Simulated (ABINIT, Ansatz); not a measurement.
# SnTe2 (Fm-3m): zone-centre phonons

Which modes does SnTe2 (Fm-3m) have at the zone centre?

Program: ABINIT 10.8.3. Level of theory: DFT LDA, scalar-relativistic, plane waves, HGH norm-conserving pseudopotentials. Results are calculated unless marked as measured.

The structure was built from a prototype and need not be the compound's stable phase.

**1. The structure**

It takes space group Fm-3m (No. 225, cubic). The conventional cell has a = 7.243 Å, b = 7.243 Å, c = 7.243 Å, α = 90.00°, β = 90.00°, γ = 90.00°. Nearest to Sn lie 8 Te at 3.14 Å. Te has 4 Sn at 3.14 Å nearest. Farther neighbours and most contacts between anions are not listed.

**2. Relaxation**

Frequencies change by per cents with a per cent of volume, so the structure is first brought to rest at this level of theory.

The starting cell comes from a relaxation made beforehand in Ansatz (LDA, PseudoDojo NC).

relax.abi reads:

```
# relaxation
ionmov 2
optcell 2
dilatmx 1.08
ntime 40
tolmxf 1.0d-05
tolvrs 1.0d-14
prtwf 0
prtden 0
chksymtnons 0

# basis, mesh and filling
ecut 20.0
ecutsm 0.5
ixc 7
ngkpt 8 8 8
nshiftk 1
shiftk 0.0 0.0 0.0
istwfk *1
occopt 3
tsmear 0.01
nband 14
nstep 100
diemac 1000000.0
prtebands 0
prtgsr 0

# cell and atoms
acell 9.679002074 9.679002074 9.679002074
rprim 
    0.0 0.7071067812 0.7071067812
    0.7071067812 0.0 0.7071067812
    0.7071067812 0.7071067812 0.0
ntypat 2
znucl 50 52
natom 3
typat 1 2 2
xred 
    0.0 0.0 0.0
    0.25 0.25 0.25
    0.75 0.75 0.75
pp_dirpath "./pseudo"
pseudos "Sn.hgh, Te.hgh"
```

Started as:

```bash
$ OMP_NUM_THREADS=1 mpirun -n 2 abinit relax.abi > relax.log
```

Numbers of over 12 decimals in the logs are rounded to 6 here.

relax.abo, the main output file:

```text
[banners, grids, parts of the stress and lines that vanish by symmetry left out]
- input  file    -> relax.abi
- output file    -> relax.abo
- root for input  files -> relaxi
[...]
Symmetries : space group Fm -3 m (#225); Bravais cF (face-center cubic)
[...]
mpw =        3479          nfft =       91125          nkpt =          29
[...]
== DATASET  1 ==================================================================
[...]
cutoff_energies: {ecut:  20.0, pawecutdg:  -1.0, }
[...]
Exchange-correlation functional for the present dataset will be:
  LDA: Perdew-Wang 92 LSD fit to Ceperley-Alder data - ixc=7
[...]
ETOT  1  -20.035865140492    -2.004E+01 5.572E-02 2.690E+01
 ETOT  2  -20.049003055934    -1.314E-02 2.782E-03 1.847E+00
 ETOT  3  -20.049125169730    -1.221E-04 1.377E-03 3.354E-01
 ETOT  4  -20.049141930106    -1.676E-05 5.030E-04 4.479E-02
 ETOT  5  -20.049144462804    -2.533E-06 3.687E-04 7.233E-05
[...]
At SCF step   10       vres2   =  2.90E-15 < tolvrs=  1.00E-14 =>converged.
[...]
sigma(1 1)= -2.53147147E-05  sigma(3 2)=  0.00000000E+00
  sigma(2 2)= -2.53147147E-05  sigma(3 1)=  0.00000000E+00
  sigma(3 3)= -2.53147147E-05  sigma(2 1)=  0.00000000E+00
[...]
convergence: {deltae: -3.304E-13, res2:  2.900E-15, residm:  2.959E-05, diffor: null, }
etotal    :  -2.00491445E+01
[...]
ETOT  1  -20.049177921264    -2.005E+01 1.951E-05 1.007E-02
[...]
At SCF step    8       vres2   =  3.28E-15 < tolvrs=  1.00E-14 =>converged.
[...]
sigma(1 1)= -2.17274695E-05  sigma(3 2)=  0.00000000E+00
  sigma(2 2)= -2.17274695E-05  sigma(3 1)=  0.00000000E+00
  sigma(3 3)= -2.17274695E-05  sigma(2 1)=  0.00000000E+00
[...]
convergence: {deltae: -5.329E-14, res2:  3.279E-15, residm:  2.458E-06, diffor: null, }
etotal    :  -2.00491788E+01
[...]
ETOT  1  -20.049243173358    -2.005E+01 8.599E-06 3.857E-01
[...]
At SCF step    9       vres2   =  5.72E-16 < tolvrs=  1.00E-14 =>converged.
[...]
sigma(1 1)= -7.03888512E-07  sigma(3 2)=  0.00000000E+00
  sigma(2 2)= -7.03888512E-07  sigma(3 1)=  0.00000000E+00
  sigma(3 3)= -7.03888512E-07  sigma(2 1)=  0.00000000E+00
[...]
convergence: {deltae: -1.918E-13, res2:  5.723E-16, residm:  7.161E-08, diffor: null, }
etotal    :  -2.00492790E+01
[...]
ETOT  1  -20.049279038187    -2.005E+01 3.525E-08 4.429E-04
[...]
ETOT  7  -20.049279079228    -2.629E-13 1.126E-08 1.655E-14
 ETOT  8  -20.049279079229    -9.948E-14 3.480E-09 1.544E-16
 At SCF step    8       vres2   =  1.54E-16 < tolvrs=  1.00E-14 =>converged.
[...]
sigma(1 1)= -1.93835165E-08  sigma(3 2)=  0.00000000E+00
  sigma(2 2)= -1.93835165E-08  sigma(3 1)=  0.00000000E+00
  sigma(3 3)= -1.93835165E-08  sigma(2 1)=  0.00000000E+00
[...]
convergence: {deltae: -9.948E-14, res2:  1.544E-16, residm:  3.480E-09, diffor: null, }
etotal    :  -2.00492791E+01
[...]
At Broyd/MD step   4, gradients are converged :
[...]
sigma(1 1)= -1.93835165E-08  sigma(3 2)=  0.00000000E+00
  sigma(2 2)= -1.93835165E-08  sigma(3 1)=  0.00000000E+00
  sigma(3 3)= -1.93835165E-08  sigma(2 1)=  0.00000000E+00
[...]
- sigma(1 1)= -5.70282744E-04  sigma(3 2)=  0.00000000E+00
- sigma(2 2)= -5.70282744E-04  sigma(3 1)=  0.00000000E+00
- sigma(3 3)= -5.70282744E-04  sigma(2 1)=  0.00000000E+00
[...]
fcart     -0.0000000000E+00 -0.0000000000E+00 -0.0000000000E+00
           strten     -1.9383516505E-08 -1.9383516505E-08 -1.9383516505E-08
================================================================================

[key lines of the parts left out:]
pressure_GPa:   5.7028E-04
Total energy (etotal) [Ha]= -2.00492790792286E+01
```

The job ended after 2.9 min (2 MPI ranks of Arm Neoverse N1, shared host).

The steps of the relaxation:

| step | energy less that of the first step (eV) | largest force (eV/Å) | volume (Å³) |
| --- | --- | --- | --- |
| 1 | 0.0000 | 0.0000 | 95.01 |
| 2 | -0.0009 | 0.0000 | 95.23 |
| 3 | -0.0037 | 0.0000 | 96.57 |
| 4 | -0.0037 | 0.0000 | 96.62 |

| conventional cell, symmetrised | before | after | change |
| --- | --- | --- | --- |
| a (Å) | 7.243 | 7.284 | +0.6 % |
| b (Å) | 7.243 | 7.284 | +0.6 % |
| c (Å) | 7.243 | 7.284 | +0.6 % |
| volume (Å³/atom) | 31.67 | 32.21 | +1.7 % |

Final coordinates:

```cif
data_structure
_symmetry_space_group_name_H-M 'P 1'
_symmetry_Int_Tables_number 1
_cell_length_a 5.1506
_cell_length_b 5.1506
_cell_length_c 5.1506
_cell_angle_alpha 60.000
_cell_angle_beta 60.000
_cell_angle_gamma 60.000
_cell_volume 96.62
loop_
_atom_site_label
_atom_site_type_symbol
_atom_site_fract_x
_atom_site_fract_y
_atom_site_fract_z
_atom_site_occupancy
Sn1 Sn 0.00000 0.00000 0.00000 1
Te2 Te 0.25000 0.25000 0.25000 1
Te3 Te 0.75000 0.75000 0.75000 1
```

Numbers from this step:

- volume per atom: 32.21 Å³
- pressure: 5.70e-4 GPa
- gap on the k-mesh: 0 eV

The volume changes by +1.7 % from the cell with which this run began.

**3. Self-consistent run for the response**

First-order wavefunctions inherit every error of the ground state, hence the very tight tolvrs. ecutsm is kept as in the relaxation, so that the cell stays at rest. Occupations are smeared.

gs.abi reads:

```
# ground state
tolvrs 1.0d-16
prtden 1
prtwf 1

# basis, mesh and filling
ecut 20.0
ecutsm 0.5
ixc 7
ngkpt 8 8 8
nshiftk 1
shiftk 0.0 0.0 0.0
istwfk *1
occopt 3
tsmear 0.01
nband 14
nstep 100
diemac 1000000.0
prtebands 0
prtgsr 0

# cell and atoms
acell 9.73313793 9.73313793 9.73313793
rprim 
    0.0 0.7071067812 0.7071067812
    0.7071067812 0.0 0.7071067812
    0.7071067812 0.7071067812 0.0
ntypat 2
znucl 50 52
natom 3
typat 1 2 2
xred 
    0.0 0.0 0.0
    0.25 0.25 0.25
    0.75 0.75 0.75
pp_dirpath "./pseudo"
pseudos "Sn.hgh, Te.hgh"
```

Started as:

```bash
$ OMP_NUM_THREADS=1 mpirun -n 2 abinit gs.abi > gs.log
```

gs.abo, the main output file:

```text
[banners, grids, parts of the stress and lines that vanish by symmetry left out]
- input  file    -> gs.abi
- output file    -> gs.abo
- root for input  files -> gsi
[...]
Symmetries : space group Fm -3 m (#225); Bravais cF (face-center cubic)
[...]
mpw =        2797          nfft =       64000          nkpt =          29
[...]
== DATASET  1 ==================================================================
[...]
cutoff_energies: {ecut:  20.0, pawecutdg:  -1.0, }
[...]
Exchange-correlation functional for the present dataset will be:
  LDA: Perdew-Wang 92 LSD fit to Ceperley-Alder data - ixc=7
[...]
ETOT  1  -20.035203591937    -2.004E+01 3.310E-02 1.842E+01
 ETOT  2  -20.049145136890    -1.394E-02 1.902E-03 1.261E+00
 ETOT  3  -20.049260277538    -1.151E-04 7.630E-04 2.340E-01
 ETOT  4  -20.049276643066    -1.637E-05 7.840E-04 3.027E-02
 ETOT  5  -20.049279082436    -2.439E-06 4.679E-04 5.606E-05
[...]
ETOT 10  -20.049279087480    -6.999E-13 1.057E-04 2.513E-15
 ETOT 11  -20.049279087480     8.882E-14 3.482E-05 2.477E-17
 At SCF step   11       vres2   =  2.48E-17 < tolvrs=  1.00E-16 =>converged.
[...]
sigma(1 1)= -1.93788159E-08  sigma(3 2)=  0.00000000E+00
  sigma(2 2)= -1.93788159E-08  sigma(3 1)=  0.00000000E+00
  sigma(3 3)= -1.93788159E-08  sigma(2 1)=  0.00000000E+00
[...]
convergence: {deltae:  8.882E-14, res2:  2.477E-17, residm:  3.482E-05, diffor: null, }
etotal    :  -2.00492791E+01
[...]
sigma(1 1)= -1.93788159E-08  sigma(3 2)=  0.00000000E+00
  sigma(2 2)= -1.93788159E-08  sigma(3 1)=  0.00000000E+00
  sigma(3 3)= -1.93788159E-08  sigma(2 1)=  0.00000000E+00
[...]
- sigma(1 1)= -5.70144447E-04  sigma(3 2)=  0.00000000E+00
- sigma(2 2)= -5.70144447E-04  sigma(3 1)=  0.00000000E+00
- sigma(3 3)= -5.70144447E-04  sigma(2 1)=  0.00000000E+00
[...]
fcart     -0.0000000000E+00 -0.0000000000E+00 -0.0000000000E+00
           strten     -1.9378815869E-08 -1.9378815869E-08 -1.9378815871E-08
================================================================================

[key lines of the parts left out:]
pressure_GPa:   5.7014E-04
```

The job ended after 38 s (2 MPI ranks).

The cell stands at 5.7e-4 GPa, close enough for phonons.

**4. Linear response at Γ**

At q = 0 one unit cell holds all displacements. The response is solved for single atoms along the cell's directions, and symmetry skips those that follow from others. The crystal is treated as a metal, which screens a static field, so no field response is asked.

dfpt_gamma.abi reads:

```

# common to the responses
getwfk_filepath "gso_WFK"
kptopt 2
nqpt 1
qpt 0.0 0.0 0.0
asr 0
chneut 0

# displacements
rfphon 1
rfatpol 1 3
rfdir 1 1 1
tolvrs 1.0d-10
prtwf 0

# basis, mesh and filling
ecut 20.0
ecutsm 0.5
ixc 7
ngkpt 8 8 8
nshiftk 1
shiftk 0.0 0.0 0.0
istwfk *1
occopt 3
tsmear 0.01
nband 14
nstep 100
diemac 1000000.0
prtebands 0
prtgsr 0

# cell and atoms
acell 9.73313793 9.73313793 9.73313793
rprim 
    0.0 0.7071067812 0.7071067812
    0.7071067812 0.0 0.7071067812
    0.7071067812 0.7071067812 0.0
ntypat 2
znucl 50 52
natom 3
typat 1 2 2
xred 
    0.0 0.0 0.0
    0.25 0.25 0.25
    0.75 0.75 0.75
pp_dirpath "./pseudo"
pseudos "Sn.hgh, Te.hgh"
```

Started as:

```bash
$ OMP_NUM_THREADS=1 mpirun -n 2 abinit dfpt_gamma.abi > dfpt_gamma.log
```

dfpt_gamma.abo, the main output file:

```text
[banners, grids, parts of the stress and lines that vanish by symmetry left out]
- input  file    -> dfpt_gamma.abi
- output file    -> dfpt_gamma.abo
- root for input  files -> dfpt_gammai
- root for output files -> dfpt_gammao

 Symmetries : space group Fm -3 m (#225); Bravais cF (face-center cubic)
================================================================================
 Values of the parameters that define the memory need of the present run (RF).
     intxc =       0      iscf =       7    lmnmax =       6     lnmax =       6
     mgfft =      40  mpssoang =       3    mqgrid =    3001     natom =       3
  nloc_mem =       1    nspden =       1   nspinor =       1    nsppol =       1
      nsym =      48    n1xccc =       0    ntypat =       2    occopt =       3
   xclevel =       1
-    mband =          14        mffmem =           1         mkmem =         130
-   mkqmem =         130        mk1mem =         130           mpw =        2797
      nfft =       64000          nkpt =         260
- my_mband =          14
================================================================================
================================================================================

--------------------------------------------------------------------------------
------------- Echo of variables that govern the present computation ------------
--------------------------------------------------------------------------------
-
- outvars: echo of selected default values
-   iomode0 =  0 , fftalg0 =312 , wfoptalg0 =  0
-
- outvars: echo of global parameters not present in the input file
-  max_nthreads =    1
-
 -outvars: echo values of preprocessed input variables
 [... echo left out ...]
================================================================================

 chkinp: Checking input parameters for consistency.

[...]
== DATASET  1 ==================================================================
-   mpi_nproc: 2, omp_nthreads: 1 (-1 if OMP is not activated)

--- !DatasetInfo
iteration_state: {dtset: 1, }
dimensions: {natom: 3, nkpt: 260, mband: 14, nsppol: 1, nspinor: 1, nspden: 1, mpw: 2797, }
cutoff_energies: {ecut:  20.0, pawecutdg:  -1.0, }
electrons: {nelect:   1.60000000E+01, charge:   0.00000000E+00, occopt:   3.00000000E+00, tsmear:   1.00000000E-02, }
meta: {optdriver: 1, rfphon: 1, }
...

 mkfilename: getwfk from: gso_WFK

 Exchange-correlation functional for the present dataset will be:
  LDA: Perdew-Wang 92 LSD fit to Ceperley-Alder data - ixc=7
 Citation for XC functional:
  J.P.Perdew and Y.Wang, PRB 45, 13244 (1992)

 Real(R)+Recip(G) space primitive vectors, cartesian coordinates (Bohr,Bohr^-1):
 R(1)=  0.0000000  6.8823678  6.8823678  G(1)= -0.0726494  0.0726494  0.0726494
 R(2)=  6.8823678  0.0000000  6.8823678  G(2)=  0.0726494 -0.0726494  0.0726494
 R(3)=  6.8823678  6.8823678  0.0000000  G(3)=  0.0726494  0.0726494 -0.0726494
 Unit cell volume ucvol=  6.5199406E+02 bohr^3
 Angles (23,13,12)=  6.00000000E+01  6.00000000E+01  6.00000000E+01 degrees
 setup1 : take into account q-point for computing boxcut.

 getcut: wavevector=  0.0000  0.0000  0.0000  ngfft=  40  40  40
         ecut(hartree)=     20.000   => boxcut(ratio)=   2.04139

--- Pseudopotential description ------------------------------------------------
- pspini: atom type   1  psp file is ./pseudo/Sn.hgh

- pspini: atom type   2  psp file is ./pseudo/Te.hgh

   1.70274819E+03                                ecore*ucvol(ha*bohr**3)
--------------------------------------------------------------------------------

 ==>  initialize data related to q vector <==

 The list of irreducible perturbations for this q vector is:
    1)    idir= 1    ipert=   1
    2)    idir= 1    ipert=   2

[...]
The perturbation idir=   2  ipert=   1 is
 symmetric of a previously calculated perturbation.
 So, its SCF calculation is not needed.

 The perturbation idir=   3  ipert=   1 is
 symmetric of a previously calculated perturbation.
 So, its SCF calculation is not needed.

 The perturbation idir=   2  ipert=   2 is
 symmetric of a previously calculated perturbation.
 So, its SCF calculation is not needed.

 The perturbation idir=   3  ipert=   2 is
 symmetric of a previously calculated perturbation.
 So, its SCF calculation is not needed.

 The perturbation idir=   1  ipert=   3 is
 symmetric of a previously calculated perturbation.
 So, its SCF calculation is not needed.

 The perturbation idir=   2  ipert=   3 is
 symmetric of a previously calculated perturbation.
 So, its SCF calculation is not needed.

 The perturbation idir=   3  ipert=   3 is
 symmetric of a previously calculated perturbation.
 So, its SCF calculation is not needed.

--------------------------------------------------------------------------------
 Perturbation wavevector (in red.coord.)   0.000000  0.000000  0.000000
 Perturbation : displacement of atom   1   along direction   1
 Found     4 symmetries that leave the perturbation invariant.

[...]
dfpt_looppert : total number of electrons, from k and k+q
  fully or partially occupied states are    1.600000E+01 and    1.600000E+01.
 Initialisation of the first-order wave-functions :
  ireadwf=   0

--- !BeginCycle
iteration_state: {dtset: 1, }
solver: {iscf: 7, nstep: 100, nline: 4, wfoptalg: 0, }
tolerances: {tolvrs: 1.00E-10, }
...

     iter   2DEtotal(Ha)        deltaE(Ha) residm    vres2
-ETOT  1   25.624149416359     -8.732E+01 2.370E+00 6.522E+04
 ETOT  2   2.007925     -2.362E+01 8.371E-02 7.583E+02
 ETOT  3   1.819361     -1.886E-01 2.557E-03 5.427E+01
 ETOT  4   1.808079     -1.128E-02 3.688E-05 1.702E+00
 ETOT  5   1.807760     -3.189E-04 1.155E-06 1.840E-02
[...]
At SCF step    9       vres2   =  1.86E-11 < tolvrs=  1.00E-10 =>converged.
[...]
Mean square residual over all n,k,spin=   89.314E-16; max=  77.438E-13

 Thirteen components of 2nd-order total energy (hartree) are
 1,2,3: 0th-order hamiltonian combined with 1st-order wavefunctions
     kin0=   9.58601265E+01 eigvalue=   5.76489277E+00  local=  -2.81891977E+01
 4,5,6: 1st-order hamiltonian combined with 1st and 0th-order wfs
 loc psp =  -9.78123307E+01  Hartree=   1.88885368E+01     xc=  -1.00170807E+01
 note that "loc psp" includes a xc core correction that could be resolved
 7,8,9: eventually, occupation + non-local contributions
    edocc=   8.61577809E+00     enl0=   2.02095724E+01   enl1=  -1.24452925E+02
 1-9 gives the relaxation energy (to be shifted if some occ is /=2.0)
   erelax=  -1.11132628E+02
 10,11,12 Non-relaxation  contributions : frozen-wavefunctions and Ewald
 fr.local=   2.33901241E+01 fr.nonlo=   6.03361967E+01  Ewald=   2.92140633E+01
 13,14 Frozen wf xc core corrections (1) and (2)
 frxc 1  =   0.00000000E+00  frxc 2 =   0.00000000E+00
 Resulting in :
 2DEtotal=    0.1807756427E+01 Ha. Also 2DEtotal=    0.491915583851E+02 eV
    (2DErelax=   -1.1113262777E+02 Ha. 2DEnonrelax=    1.1294038420E+02 Ha)
    (  non-var. 2DEtotal :    1.8077562782E+00 Ha)

[...]
Perturbation wavevector (in red.coord.)   0.000000  0.000000  0.000000
 Perturbation : displacement of atom   2   along direction   1
 Found     2 symmetries that leave the perturbation invariant.

--------------------------------------------------------------------------------

--------------------------------------------------------------------------------

 dfpt_looppert : total number of electrons, from k and k+q
  fully or partially occupied states are    1.600000E+01 and    1.600000E+01.
 Initialisation of the first-order wave-functions :
  ireadwf=   0

--- !BeginCycle
iteration_state: {dtset: 1, }
solver: {iscf: 7, nstep: 100, nline: 4, wfoptalg: 0, }
tolerances: {tolvrs: 1.00E-10, }
...

     iter   2DEtotal(Ha)        deltaE(Ha) residm    vres2
-ETOT  1   107.77462109912     -2.374E+02 1.758E+00 2.896E+05
[...]
ETOT 10   1.917833     -7.378E-11 3.405E-12 6.175E-10
 ETOT 11   1.917833      6.196E-12 8.540E-14 1.240E-11

 At SCF step   11       vres2   =  1.24E-11 < tolvrs=  1.00E-10 =>converged.
[...]
Mean square residual over all n,k,spin=   20.269E-17; max=  85.399E-15

 Thirteen components of 2nd-order total energy (hartree) are
 1,2,3: 0th-order hamiltonian combined with 1st-order wavefunctions
     kin0=   2.83511628E+02 eigvalue=   1.71366050E+01  local=  -7.13295222E+01
 4,5,6: 1st-order hamiltonian combined with 1st and 0th-order wfs
 loc psp =  -4.11553795E+02  Hartree=   7.58556854E+01     xc=  -3.20256866E+01
 note that "loc psp" includes a xc core correction that could be resolved
 7,8,9: eventually, occupation + non-local contributions
    edocc=   2.01154403E+01     enl0=   4.99940315E+01   enl1=  -2.74962568E+02
 1-9 gives the relaxation energy (to be shifted if some occ is /=2.0)
   erelax=  -3.43258182E+02
 10,11,12 Non-relaxation  contributions : frozen-wavefunctions and Ewald
 fr.local=   1.71573781E+02 fr.nonlo=   1.37084655E+02  Ewald=   3.65175792E+01
 13,14 Frozen wf xc core corrections (1) and (2)
 frxc 1  =   0.00000000E+00  frxc 2 =   0.00000000E+00
 Resulting in :
 2DEtotal=    0.1917833209E+01 Ha. Also 2DEtotal=    0.521869001975E+02 eV
    (2DErelax=   -3.4325818168E+02 Ha. 2DEnonrelax=    3.4517601489E+02 Ha)
    (  non-var. 2DEtotal :    1.9178331111E+00 Ha)

[...]
---- first-order wavefunction calculations are completed ----

 ==> Compute Derivative Database <==

 [... matrices left out ...]
  Phonon wavevector (reduced coordinates) :  0.00000  0.00000  0.00000
 Phonon energies in Hartree :
   1.263152E-06  1.263153E-06  1.263157E-06  3.594599E-04  3.594599E-04
   3.594599E-04  3.647576E-04  3.647576E-04  3.647576E-04
 Phonon frequencies in cm-1    :
-  2.772299E-01  2.772301E-01  2.772309E-01  7.889234E+01  7.889234E+01
-  7.889234E+01  8.005504E+01  8.005504E+01  8.005504E+01

== END DATASET(S) ==============================================================
================================================================================

 -outvars: echo values of variables after computation
            acell      9.7331379300E+00  9.7331379300E+00  9.7331379300E+00 Bohr
           etotal      1.9178332087E+00
            fcart      0.0000000000E+00  0.0000000000E+00  0.0000000000E+00
           strten      0.0000000000E+00  0.0000000000E+00  0.0000000000E+00
================================================================================
```

Elapsed: 5.2 min, on 2 MPI ranks.

Read from the output:

- largest acoustic frequency at the zone centre before the sum rule: 0.28 cm⁻¹
- highest optical zone-centre mode (no LO-TO term): 80.06 cm⁻¹
- lowest optical zone-centre mode: 78.89 cm⁻¹

The acoustic modes at Γ come out as far as 0.3 cm⁻¹ from zero, where they should vanish, a small numerical error.

(Continued in part 2 of 3.)

[Host names and launcher messages were left out of these logs when they were recorded.]

[Logs are printed without paths, hosts, clocks, repeated set-up lines and the standing remarks that a program may print on its own settings, such as how far it seeks lower states.]

[Hosts, paths, dates, database ids (printed as entryN), source tags and the programs' standing remarks are cut or masked in the printed files.]
